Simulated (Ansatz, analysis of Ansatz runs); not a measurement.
# Migration in Al5AgS8 (F-43m): V_S hop (3.6 Å), charge +2, part 2 of 4

Wanted: path and barrier of a jump of S in Al5AgS8 (F-43m) at charge +2. The case: V_S hop (3.6 Å), in a cell of 56 host atoms with 1 S taken out.

Ansatz 0.2.0; plane-wave PAW DFT, PBEsol; nudged elastic band between two relaxed defect structures at fixed charge in a uniform background.

So far: The starting structure; Relaxation of the start point, charge +2.

## 3. Relaxation of the end point, charge +2

Level of this step: plane-wave PAW DFT, PBEsol; relaxation of all atoms of a defect supercell at fixed charge in a uniform background (Ansatz).

The end point is relaxed in the same cell and settings, so that the two energies compare. Atoms more than 3.2 Å from the middle of the hop start where the first relaxation left them, the nearer ones on or close to their ideal places, with small random displacements.

The input, qp2.end/input.yaml:

```yaml
crystal:
  lattice:
    - [10.0726001, 0.0, 0.0]
    - [0.0, 0.0, -10.0726001]
    - [0.0, 10.0726001, 0.0]
  atoms:
    - { symbol: Al, position: [0.11625805, 0.38332269, 0.61763414] }
    - { symbol: Al, position: [0.11975193, 0.88095405, 0.11921997] }
[... 4 atom lines left out ...]
    - { symbol: Al, position: [0.88144264, 0.38144264, 0.38144264] }
[... 1 atom line left out ...]
    - { symbol: Al, position: [0.38144264, 0.11855736, 0.61855736] }
[... 5 atom lines left out ...]
    - { symbol: Al, position: [0.61855736, 0.11855736, 0.38144264] }
[... 4 atom lines left out ...]
    - { symbol: Al, position: [0.5, 0.5, 0.5] }
[... 2 atom lines left out ...]
    - { symbol: Ag, position: [0.75, 0.25, 0.75] }
[... 1 atom line left out ...]
    - { symbol: S, position: [0.38614673, 0.11385327, 0.38614673] }
[... 9 atom lines left out ...]
    - { symbol: S, position: [0.62113122, 0.89758093, 0.39730853] }
[... 2 atom lines left out ...]
    - { symbol: S, position: [0.88340016, 0.38313336, 0.60767003] }
[... 3 atom lines left out ...]
    - { symbol: S, position: [0.86634011, 0.13365989, 0.36634011] }
[... 3 atom lines left out ...]
    - { symbol: S, position: [0.63296963, 0.13270742, 0.12114503] }
[... 3 atom lines left out ...]
    - { symbol: S, position: [0.612982, 0.112982, 0.612982] }
[... 1 atom line left out ...]
    - { symbol: S, position: [0.36576777, 0.36393712, 0.63500798] }
[... 2 atom lines left out ...]
    - { symbol: S, position: [0.86422103, 0.86547899, 0.63501282] }
total_charge: 2
basis:
  ecutwfc: 420
  xc_grid: 2
hamiltonian:
  xc: pbesol
kpoints:
  mp_grid: { grid: [1, 1, 1], shift: [0.25, 0.25, 0.25] }
scf:
  occupations: { method: fixed }
  max_iter: 120
output:
  forces: true
relax:
  f_tol: 0.02
  max_steps: 70
  random_displacement: { amplitude: 0.01, seed: 7045 }
```

Command:

```
$ ansatz run input.yaml --threads 4 --pin off --max-ram 7536MiB --backend cpu --events-out ev --progress --plain --runs-dir out
```

The log of the run:

```text
[...]
Crystal: 55 atoms, lattice volume = 1021.939 Å³
Basis set: ecut = 420 eV, 20005 PW (Γ), exchange–correlation on 144×144×144 points (8 copies of the dense FFT grid, shifted against one another)
Bands: 215, of which v1, the nominal top of the filled ones, is band 160 counted from 1 (159 counted from 0)
Symmetry: 1 space group operations
k-points: 1
[...]
SCF iter   1: F=—  HF=-68078.049020 eV  |F-HF|=—  |Δ(HF+E_count)|=         —  Δρ=1.50e-2  dr2=5.80e0  ethr=1.77e-3  ⟨swp⟩=5.0  Hψ=675  notcnv=0  defer=53
[...]
SCF iter   9: F=-68076.721959 eV  HF=-68076.721960 eV  |F-HF|=4.76e-7  |Δ(HF+E_count)|=   2.89e-6  Δρ=1.04e-5  dr2=1.47e-6  ethr=3.12e-9  ⟨swp⟩=4.0  Hψ=627  notcnv=0
SCF 1 converged in 9 iterations: F = -68076.721959 eV  dr2 = 1.47e-6
[...]
F+E_penalty+E_count = -68079.75395461 eV   max|allowed force component| = 1.169e-2 eV/Å
  atoms:
    - { symbol: Al, position: [0.119882, 0.377796, 0.623031] }
    - { symbol: Al, position: [0.120853, 0.878493, 0.116548] }
[...]
- { symbol: Al, position: [0.914935, 0.376672, 0.377009] }
    [... 1 atom left out ...]
    - { symbol: Al, position: [0.382509, 0.120275, 0.617459] }
[...]
- { symbol: Al, position: [0.623677, 0.086098, 0.376649] }
[...]
- { symbol: Al, position: [0.406361, 0.593210, 0.593692] }
[...]
- { symbol: Ag, position: [0.756446, 0.241067, 0.741212] }
    [... 1 atom left out ...]
    - { symbol: S, position: [0.394227, 0.114546, 0.384850] }
    [... 12 atoms left out ...]
    - { symbol: S, position: [0.886449, 0.384578, 0.606699] }
    [... 3 atoms left out ...]
    - { symbol: S, position: [0.863410, 0.136723, 0.364830] }
    [... 7 atoms left out ...]
    - { symbol: S, position: [0.614555, 0.112658, 0.606107] }
    [... 1 atom left out ...]
    - { symbol: S, position: [0.360006, 0.373403, 0.641372] }
    [... 3 atoms left out ...]
[key lines of the parts left out:]
SCF converged after 3 iterations
Free energy (F): -68079.753955 eV
Fermi energy:    6.704281 eV
```

It took 3.1 min on 4 threads of Arm Neoverse N1, shared host; peak memory 1.4 GiB; 12 min of CPU time.

Step by step:

```csv
step,energy less that of the first step (eV),largest force component (eV/Å)
1,0.0000,1.7679
2,-1.5208,1.2335
3,-2.0777,0.6967
4,-2.3618,0.5401
5,-2.5343,0.3833
6,-2.6689,0.3454
7,-2.8023,0.3536
8,-2.9345,0.3001
9,-3.0131,0.1077
10,-2.9144,0.3683
11,-3.0267,0.1341
12,-3.0295,0.0840
13,-3.0320,0.0117
14,-3.0320,0.0117
```

Relaxation step 10 was tried and not accepted.

The atoms that moved most (Å, from the sites as typed, ahead of the random displacement):

```csv
atom,dx,dy,dz,length
Al20,-0.944,0.944,-0.939,1.632
S35,-0.073,-0.112,0.329,0.355
Al7,0.337,-0.045,0.048,0.343
Al15,0.051,-0.048,0.327,0.334
Al3,0.053,-0.293,0.074,0.307
Al4,-0.010,-0.002,-0.286,0.287
S47,-0.064,0.084,-0.189,0.217
Ag24,0.116,-0.123,0.132,0.214
```

Neighbours of S50 at the end:

```csv
atom,distance (Å)
Al15,2.328
Al9,2.341
Al4,2.353
Ag23,2.360
S25,3.145
S37,3.220
S35,3.337
S42,3.500
```

Numbers from this step:

```yaml
free_energy: -68079.7540 eV
r_m_s_move_of_the_farther_half_of_the_atoms: 0.06986 Å
largest_move_from_the_ideal_geometry_of_this_structure_a_common_shift_of_the_far_atoms_taken_out: 1.658 Å
```

The relaxation gained 3.032 eV and ended with a largest force component of 0.012 eV/Å. The end lies 0.550 eV above the start.

[end of part 2 of 4]

[Long decimals in the printed logs are rounded to 6 places.]

[Repeated set-up lines and some long k-point lines are left out of the logs, and relaxed atomic positions are cut to six decimals.]

[Logs are printed without paths, hosts, clocks, repeated set-up lines and the standing remarks that a program may print on its own settings, such as how far it seeks lower states.]

[Hosts, paths, dates, database ids (printed as entryN), source tags and the programs' standing remarks are cut or masked in the printed files.]
